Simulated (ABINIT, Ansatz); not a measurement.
# A GW run on CsPbCl3 (Pm-3m) in ABINIT, with inputs changed

What do changed inputs do to GW on CsPbCl3 (Pm-3m)?

Calculated with ABINIT 10.8.3; PBEsol and many-body steps on it, plane waves.

## Step 1: The structure

It takes space group Pm-3m (No. 221, cubic). The conventional cell has a = 5.605 Å, b = 5.605 Å, c = 5.605 Å, α = 90.00°, β = 90.00°, γ = 90.00°. Nearest to Cs lie 12 Cl at 3.96 Å. Pb has 6 Cl at 2.80 Å nearest. Nearest to Cl lie 2 Pb at 2.80 Å and 4 Cs at 3.96 Å. Farther neighbours and most contacts between anions are not listed.

Structure file:

```cif
data_structure
_symmetry_space_group_name_H-M 'P 1'
_symmetry_Int_Tables_number 1
_cell_length_a 5.6050
_cell_length_b 5.6050
_cell_length_c 5.6050
_cell_angle_alpha 90.000
_cell_angle_beta 90.000
_cell_angle_gamma 90.000
_cell_volume 176.09
loop_
_atom_site_label
_atom_site_type_symbol
_atom_site_fract_x
_atom_site_fract_y
_atom_site_fract_z
_atom_site_occupancy
Cs1 Cs 0.00000 0.00000 0.00000 1
Pb2 Pb 0.50000 0.50000 0.50000 1
Cl3 Cl 0.50000 0.50000 0.00000 1
Cl4 Cl 0.00000 0.50000 0.50000 1
Cl5 Cl 0.50000 0.00000 0.50000 1
```

The cell and positions come from the Crystallography Open Database and are kept as given unless a step says otherwise. Spin-orbit coupling is left out unless a step names it.

## Step 2: Screening, 2×2×2 mesh, 138 bands, screening to 114.3 eV

This step: ABINIT 10.8.3; RPA screening on PBEsol, plane waves, norm-conserving pseudopotentials.

The RPA dielectric matrix is built and inverted for each q.

File run.abi:

```
acell 3*1.0 Angstrom
rprim 
  5.605000000000 0.000000000000 0.000000000000
  0.000000000000 5.605000000000 0.000000000000
  0.000000000000 0.000000000000 5.605000000000
ntypat 3
znucl 55 82 17
natom 5
typat 1 2 3 3 3
xred 
  0.000000000000 0.000000000000 0.000000000000
  0.500000000000 0.500000000000 0.500000000000
  0.500000000000 0.500000000000 0.000000000000
  0.000000000000 0.500000000000 0.500000000000
  0.500000000000 0.000000000000 0.500000000000
pp_dirpath "pseudos"
pseudos "Cs.upf, Pb.upf, Cl.upf"
ecut 25
ngkpt 2 2 2
nshiftk 1
shiftk 0 0 0
kptopt 1
chksymbreak 0
istwfk *1
occopt 1
irdwfk 1
optdriver 3
nband 138
ecuteps 4.2
inclvkb 2
awtr 1
symchi 1
indata_prefix "in"
outdata_prefix "out"
tmpdata_prefix "tmp"
```

On the command line:

```sh
OMP_NUM_THREADS=1 mpirun -n 4 abinit run.abi > log
```

Log:

```text
.Version 10.8.3 of ABINIT. v10.8.2 released Aug 2026.

 Symmetries : space group Pm -3 m (#221); Bravais cP (primitive cubic)
[... echo of the input left out ...]
== DATASET  1 ==================================================================
-   mpi_nproc: 4, omp_nthreads: 1 (-1 if OMP is not activated)

--- !DatasetInfo
iteration_state: {dtset: 1, }
dimensions: {natom: 5, nkpt: 4, mband: 138, nsppol: 1, nspinor: 1, nspden: 1, mpw: 7123, }
cutoff_energies: {ecut:  25.0, pawecutdg:  -1.0, }
electrons: {nelect:   4.40000000E+01, charge:   0.00000000E+00, occopt:   1.00000000E+00, tsmear:   1.00000000E-02, }

 SCREENING: Calculation of the susceptibility and dielectric matrices

 Based on a program developped by R.W. Godby, V. Olevano, G. Onida, and L. Reining.
 Incorporated in ABINIT by V. Olevano, G.-M. Rignanese, and M. Torrent.
.Using double precision arithmetic ; gwpc =  8

[... cell and pseudopotentials left out ...]
--------------------------------------------------------------------------------

 ==== K-mesh for the wavefunctions ====
 Number of points in the irreducible wedge :     4
[... list of points left out ...]
 Together with 48 symmetry operations and time-reversal symmetry
 yields     8 points in the full Brillouin Zone.

 ==== Q-mesh for the screening function ====
 Number of points in the irreducible wedge :     4
[... list of points left out ...]
 Together with 48 symmetry operations and time-reversal symmetry
 yields     8 points in the full Brillouin Zone.

 setmesh: FFT mesh size selected  =    36x   36x   36
          total number of points  =        46656

 vcoul_init : cutoff-mode = AUXILIARY_FUNCTION
 q-points for optical limit:   1
     1)      0.000010    0.000020    0.000030

- screening: taking advantage of time-reversal symmetry
- Maximum band index for partially occupied states nbvw = 22
- Remaining bands to be divided among processors   nbcw = 116
- Number of bands treated by each node ~29

 Number of electrons calculated from density =   44.0000; Expected =   44.0000
 average of density, n =  0.037028
 r_s =    1.8612
 omega_plasma =   18.5618 [eV]

 calculating chi0 at frequencies [eV] :
  1    0.000000E+00    0.000000E+00
  2    0.000000E+00    1.856181E+01

--------------------------------------------------------------------------------
  q-point number  1        q = ( 0.000000, 0.000000, 0.000000) [r.l.u.]
--------------------------------------------------------------------------------
[... chi0 elements left out ...]
 For q-point:  0.000010 0.000020 0.000030
  dielectric constant =   7.9609
  dielectric constant without local fields =   9.1656

  Average fulfillment of the sum rule on Im[epsilon] for q-point    1 :     64.67  [%]
[... wings left out ...]
  q-point number  2        q = ( 0.500000, 0.000000, 0.000000) [r.l.u.]
--------------------------------------------------------------------------------
[... chi0 elements left out ...]
  Average fulfillment of the sum rule on Im[epsilon] for q-point    2 :     73.53  [%]

 [... 2 further q-points ...]
```

Run time: 32 s. Hardware: 4 MPI ranks of Arm Neoverse V2, shared host; peak memory 1.3 GiB.

This step gave:

| Property | Result |
| --- | --- |
| ε∞ with local fields, on this mesh, along the program's q direction | 7.961 |
| the same without local fields | 9.166 |
| plasma frequency | 18.56 eV |
| plane waves in the screening matrix | 461 |

Local fields lower ε∞ by 13 %. On a Γ-centred mesh this coarse the value itself is usually too large, while a short band sum pulls it down.

## Step 3: Base

The self-energy is evaluated for the states that the input lists, and the levels follow from it, in one-shot runs by the linearised quasiparticle equation.

This step: G0W0 on PBEsol, plane waves, norm-conserving pseudopotentials.

run.abi, as its differences from that of step 2:

```diff
@@ -26,8 +26,17 @@
 irdwfk 1
-optdriver 3
+optdriver 4
 nband 138
+gwcalctyp 0
+ecutsigx 25
+symsigma 1
+nkptgw 2
+kptgw 
+  0.5000000000 0.5000000000 0.5000000000
+  0.0000000000 0.0000000000 0.0000000000
+bdgw 
+  19 25
+  20 25
 ecuteps 4.2
-inclvkb 2
-awtr 1
-symchi 1
+irdscr 1
+ppmodel 1
 indata_prefix "in"
```

Log:

```text
.Version 10.8.3 of ABINIT. v10.8.2 released Aug 2026.

 Symmetries : space group Pm -3 m (#221); Bravais cP (primitive cubic)
[... echo of the input left out ...]
== DATASET  1 ==================================================================
-   mpi_nproc: 4, omp_nthreads: 1 (-1 if OMP is not activated)

--- !DatasetInfo
iteration_state: {dtset: 1, }
dimensions: {natom: 5, nkpt: 4, mband: 138, nsppol: 1, nspinor: 1, nspden: 1, mpw: 7123, }
cutoff_energies: {ecut:  25.0, pawecutdg:  -1.0, }
electrons: {nelect:   4.40000000E+01, charge:   0.00000000E+00, occopt:   1.00000000E+00, tsmear:   1.00000000E-02, }

 SIGMA: Calculation of the GW corrections

 Based on a program developped by R.W. Godby, V. Olevano, G. Onida, and L. Reining.
 Incorporated in ABINIT by V. Olevano, G.-M. Rignanese, and M. Torrent.
.Using double precision arithmetic ; gwpc =  8

[... cell and pseudopotentials left out ...]
--------------------------------------------------------------------------------

 ==== K-mesh for the wavefunctions ====
 Number of points in the irreducible wedge :     4
[... list of points left out ...]
 Together with 48 symmetry operations and time-reversal symmetry
 yields     8 points in the full Brillouin Zone.

 ==== Q-mesh for screening function ====
 Number of points in the irreducible wedge :     4
[... list of points left out ...]
 Together with 48 symmetry operations and time-reversal symmetry
 yields     8 points in the full Brillouin Zone.

 vcoul_init : cutoff-mode = AUXILIARY_FUNCTION
 q-points for optical limit:   1
     1)      0.000010    0.000020    0.000030
 setmesh: FFT mesh size selected  =    48x   48x   48
          total number of points  =       110592

 Number of electrons calculated from density =   44.0000; Expected =   44.0000
 average of density, n =  0.037028
 r_s =    1.8612
 omega_plasma =   18.5618 [eV]

 === KS Band Gaps ===
  >>>> For spin  1
   Minimum direct gap =   1.8021 [eV], located at k-point      :   0.5000  0.5000  0.5000
   Fundamental gap    =   1.8021 [eV], Top of valence bands at :   0.5000  0.5000  0.5000
                                       Bottom of conduction at :   0.5000  0.5000  0.5000
 SIGMA fundamental parameters:
 PLASMON POLE MODEL  1
 number of plane-waves for SigmaX                 7123
 number of plane-waves for SigmaC and W            461
 number of plane-waves for wavefunctions          7123
 number of bands                                   138
 number of independent spin polarizations            1
 number of spinorial components                      1
 number of k-points in IBZ                           4
 number of q-points in IBZ                           4
 number of symmetry operations                      48
 number of k-points in BZ                            8
 number of q-points in BZ                            8
 number of frequencies for dSigma/dE                 9
 frequency step for dSigma/dE [eV]                0.25
 number of omega for Sigma on real axis              0
 max omega for Sigma on real axis  [eV]           0.00
 zcut for avoiding poles [eV]                     0.10

 EPSILON^-1 parameters (SCR file):
 dimension of the eps^-1 matrix on file            461
 dimension of the eps^-1 matrix used               461
 number of plane-waves for wavefunctions          7123
 number of bands                                   138
 number of q-points in IBZ                           4
 number of frequencies                               2
 number of real frequencies                          1
 number of imag frequencies                          1

 matrix elements of self-energy operator (all in [eV])

 Perturbative Calculation

--- !SelfEnergy_ee
iteration_state: {dtset: 1, }
kpoint     : [   0.500,    0.500,    0.500, ]
spin       : 1
KS_gap     :    1.802
QP_gap     :    3.085
Delta_QP_KS:    1.283
data: !SigmaeeData |
     Band     E0 <VxcDFT>   SigX SigC(E0)      Z dSigC/dE  Sig(E)    E-E0       E
       19  -0.224 -14.108 -18.448   3.181   0.769  -0.300 -14.999  -0.891  -1.116
       20  -0.224 -14.108 -18.448   3.181   0.769  -0.300 -14.999  -0.891  -1.116
       21  -0.224 -14.108 -18.448   3.181   0.769  -0.300 -14.999  -0.891  -1.116
       22   1.960 -15.273 -17.816   1.843   0.790  -0.266 -15.826  -0.553   1.407
       23   3.762 -10.070  -6.524  -2.654   0.818  -0.223  -9.340   0.730   4.492
       24   3.762 -10.070  -6.524  -2.654   0.818  -0.223  -9.340   0.730   4.492
[...]
--- !SelfEnergy_ee
iteration_state: {dtset: 1, }
kpoint     : [   0.000,    0.000,    0.000, ]
spin       : 1
KS_gap     :    5.730
QP_gap     :    7.102
Delta_QP_KS:    1.372
data: !SigmaeeData |
     Band     E0 <VxcDFT>   SigX SigC(E0)      Z dSigC/dE  Sig(E)    E-E0       E
[...]
23   5.181  -6.534  -2.709  -3.240   0.840  -0.191  -6.043   0.491   5.672
       24   6.178  -6.728  -2.853  -3.118   0.840  -0.190  -6.092   0.636   6.813
       25   6.178  -6.728  -2.853  -3.118   0.840  -0.190  -6.092   0.636   6.813

== END DATASET(S) ==============================================================
================================================================================

 -outvars: echo values of variables after computation  --------
           etotal      0.0000000000E+00
            nband         138
             nkpt           4
          spgroup         221
 [... the other variables as echoed above ...]

 Calculation completed.
```

Run time: 19 s. Hardware: 4 MPI ranks; peak memory 1.2 GiB.

Numbers from this step:

| Property | Result |
| --- | --- |
| G0W0 gap on the points computed | 3.085 eV |
| starting gap on the mesh | 1.802 eV |
| k of the valence top | 0.5, 0.5, 0.5 |
| k of the conduction bottom | 0.5, 0.5, 0.5 |
| Z at the valence top | 0.79 |
| Z at the conduction bottom | 0.818 |
| least direct G0W0 gap on the computed points | 3.085 eV |

The gap on the mesh goes from 1.80 eV to 3.08 eV, a correction of +1.28 eV.

## Step 4: Exchange cutoff of one hartree

run.abi, as its differences from that of step 3:

```diff
@@ -29,3 +29,3 @@
 gwcalctyp 0
-ecutsigx 25
+ecutsigx 1
 symsigma 1
```

Log:

```text
.Version 10.8.3 of ABINIT. v10.8.2 released Aug 2026.

 Symmetries : space group Pm -3 m (#221); Bravais cP (primitive cubic)
[... echo of the input left out ...]
== DATASET  1 ==================================================================
-   mpi_nproc: 4, omp_nthreads: 1 (-1 if OMP is not activated)

--- !DatasetInfo
iteration_state: {dtset: 1, }
dimensions: {natom: 5, nkpt: 4, mband: 138, nsppol: 1, nspinor: 1, nspden: 1, mpw: 7123, }
cutoff_energies: {ecut:  25.0, pawecutdg:  -1.0, }
electrons: {nelect:   4.40000000E+01, charge:   0.00000000E+00, occopt:   1.00000000E+00, tsmear:   1.00000000E-02, }

 SIGMA: Calculation of the GW corrections

 Based on a program developped by R.W. Godby, V. Olevano, G. Onida, and L. Reining.
 Incorporated in ABINIT by V. Olevano, G.-M. Rignanese, and M. Torrent.
.Using double precision arithmetic ; gwpc =  8

[... cell and pseudopotentials left out ...]
--------------------------------------------------------------------------------

 ==== K-mesh for the wavefunctions ====
 Number of points in the irreducible wedge :     4
[... list of points left out ...]
 Together with 48 symmetry operations and time-reversal symmetry
 yields     8 points in the full Brillouin Zone.

 ==== Q-mesh for screening function ====
 Number of points in the irreducible wedge :     4
[... list of points left out ...]
 Together with 48 symmetry operations and time-reversal symmetry
 yields     8 points in the full Brillouin Zone.

 vcoul_init : cutoff-mode = AUXILIARY_FUNCTION
 q-points for optical limit:   1
     1)      0.000010    0.000020    0.000030
 setmesh: FFT mesh size selected  =    30x   30x   30
          total number of points  =        27000

 Number of electrons calculated from density =   44.0000; Expected =   44.0000
[...]
number of omega for Sigma on real axis              0
 max omega for Sigma on real axis  [eV]           0.00
 zcut for avoiding poles [eV]                     0.10

 EPSILON^-1 parameters (SCR file):
 dimension of the eps^-1 matrix on file            461
 dimension of the eps^-1 matrix used                57
 number of plane-waves for wavefunctions          7123
 number of bands                                   138
 number of q-points in IBZ                           4
 number of frequencies                               2
 number of real frequencies                          1
 number of imag frequencies                          1

 matrix elements of self-energy operator (all in [eV])

 Perturbative Calculation

--- !SelfEnergy_ee
iteration_state: {dtset: 1, }
kpoint     : [   0.500,    0.500,    0.500, ]
spin       : 1
KS_gap     :    1.802
QP_gap     :    0.397
Delta_QP_KS:   -1.405
data: !SigmaeeData |
     Band     E0 <VxcDFT>   SigX SigC(E0)      Z dSigC/dE  Sig(E)    E-E0       E
       19  -0.224 -14.108 -14.692   3.106   0.800  -0.249 -12.089   2.018   1.794
       20  -0.224 -14.108 -14.692   3.106   0.800  -0.249 -12.089   2.018   1.794
       21  -0.224 -14.108 -14.692   3.106   0.800  -0.249 -12.089   2.018   1.794
[...]
--- !SelfEnergy_ee
iteration_state: {dtset: 1, }
kpoint     : [   0.000,    0.000,    0.000, ]
spin       : 1
KS_gap     :    5.730
QP_gap     :    5.000
Delta_QP_KS:   -0.731
data: !SigmaeeData |
     Band     E0 <VxcDFT>   SigX SigC(E0)      Z dSigC/dE  Sig(E)    E-E0       E
[...]
24   6.178  -6.728  -2.080  -3.198   0.843  -0.187  -5.506   1.222   7.399
       25   6.178  -6.728  -2.080  -3.198   0.843  -0.187  -5.506   1.222   7.399

== END DATASET(S) ==============================================================
================================================================================

 -outvars: echo values of variables after computation  --------
           etotal      0.0000000000E+00
            nband         138
             nkpt           4
          spgroup         221
 [... the other variables as echoed above ...]

 Calculation completed.
```

It took 3.9 s on 4 MPI ranks; peak memory 0.58 GiB; 15 s of CPU time.

The run ended normally, though the input holds a fault or crude settings.

The fault put into this input: exchange cutoff of one hartree. It printed a gap of 0.40 eV, an artefact of the input.

## Step 5: Side by side

Times are wall times on 4 MPI ranks of Arm Neoverse V2, shared host, good to a factor of about two. A run's time includes the screening step that it read.

```csv
run,mesh,bands,screening cutoff (eV),DFT gap (eV),gap on the mesh (eV),direct (eV),ε∞ used,time
base,2×2×2,138,114.3,1.802,3.085,3.085,7.96,51 s
```

## Step 6: Summary of results

```yaml
base: 3.085 eV
known_limits: not at the basis limit; exchange with frozen shells missing; no spin-orbit coupling; coarse k mesh
```

**Reading.** Bands and cutoff are finite, so the gap is not at the basis limit. The miss can reach some tenths of an eV and take either sign; the mesh is an error of its own. In the G0W0 run levels were corrected at 2 k points alone, so a gap called «on the mesh» is the least over those, and an edge elsewhere would be missed. The 2×2×2 mesh is coarse for this cell, which bears on the long-range parts of exchange and screening. Where an edge is built on 6p states of lead, bismuth or thallium, scalar-relativistic gaps usually stand too wide, by a few tenths to over one eV. This is the ideal cubic cell; many perovskites, halides above all, are cubic only on average, and local tilts or off-centring can widen the gap. The norm-conserving file of at least one element keeps a d shell over frozen s and p shells of the same row. Exchange with those shells is missing from the self-energy, an error of 0.3 to 0.9 eV in cases checked, whose sign depends on which edge lies on those atoms. The many-body steps are scalar-relativistic: spin-orbit coupling is not in them.

[Paths, hosts, dates, memory and timing lines, banners, echoed tables and standing remarks are left out of the program output.]

[Logs are printed without paths, hosts, clocks, repeated set-up lines and the standing remarks that a program may print on its own settings, such as how far it seeks lower states.]

[Runs of the session that timed out or met a known fault of the program may be left out.]

[Hosts, paths, dates, database ids (printed as entryN), source tags and the programs' standing remarks are cut or masked in the printed files.]

[G0W0 gaps are taken among the corrected bands and points alone; a level outside them can change the order at an edge.]

[Where Ansatz stands beside ABINIT at settings called matched, ABINIT's density can come from a denser mesh and the files from another edition; pairs whose starting gaps differed by over 0.03 eV were left out, so agreement reads better than it is.]
